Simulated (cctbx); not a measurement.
# Symmetry from intensities

Cell: a = 12.0350 Å, b = 12.0350 Å, c = 12.0350 Å, α = 90.00°, β = 90.00°, γ = 90.00°. Expected content of the cell: Pt32 Zr48 Cr16 B16.

Simulated single-crystal data (cctbx): Cu Kα, λ = 1.54184 Å, to d = 0.83 Å, 80 % of the full sphere, strongest reflection 70000 counts, noise from counting, a 2 % proportional error and a noise floor of 4 counts (s.d.); no absorption, some extinction.

Tests on the unmerged data give:

```text
10290 reflections to d = 0.830 A
centring   violations  <I/sigma> of those
    A          0 of  5183      0.0
    B          0 of  5195      0.0
    C          0 of  5174      0.0
    I       1158 of  5152      6.7
    R       1488 of  6845      6.4
    F          0 of  7776      0.0
Laue class    unique    Rint  (classes that these axes allow; Friedel mates merged)
F m m m           458   0.018
F m -3            159   0.020
F m -3 m          111   0.020
space group    extra absences  I>4sigma  <I/sigma>
F 4 3 2                 0          0         -  acentric
F 41 3 2               19          0       0.3  acentric
F -4 3 m                0          0         -  acentric
F m -3 m                0          0         -  centric
F d -3 m :1           165          0       0.2  centric
F d -3 m :2           165          0       0.2  centric
Wilson B = 0.42 A^2   <|E^2-1|> = 0.886 (0.968 centric, 0.736 acentric)   E^2>4: 1.9 %
shell (A)         n   <I/sigma>
 6.95 - 1.66     22     90.3
 1.66 - 1.32     13     96.7
 1.32 - 1.16     17    142.4
 1.16 - 1.05     10     83.5
 1.05 - 0.98     14    131.8
 0.98 - 0.92     12    114.1
 0.92 - 0.87     10    143.1
 0.87 - 0.83     13    113.6
```

Q: Read the symmetry from these tables.

The reflections that A, B, C and F centring forbids are absent (⟨I/σ⟩ near 0), so the lattice is F. F holds A, B and C together.

Rint stays low (0.018 to 0.020) up to F m -3 m, the highest class in these axes.

6 settings pass the absence test. The most absences obeyed, 165, belong to F d -3 m alone.

⟨|E²−1|⟩ = 0.886 leans to a centrosymmetric structure. The Wilson B of 0.42 Å² means U ≈ 0.0053 Å².

The true group is Fd-3m (no. 227, origin choice 1), Laue class m-3m, centrosymmetric. The tables fix it.

The model was made for the exercise: a known structure type with other elements put in, its volume estimated, not relaxed; displacement parameters are assumed.

[Logs are printed without paths, hosts, clocks, repeated set-up lines and the standing remarks that a program may print on its own settings, such as how far it seeks lower states.]
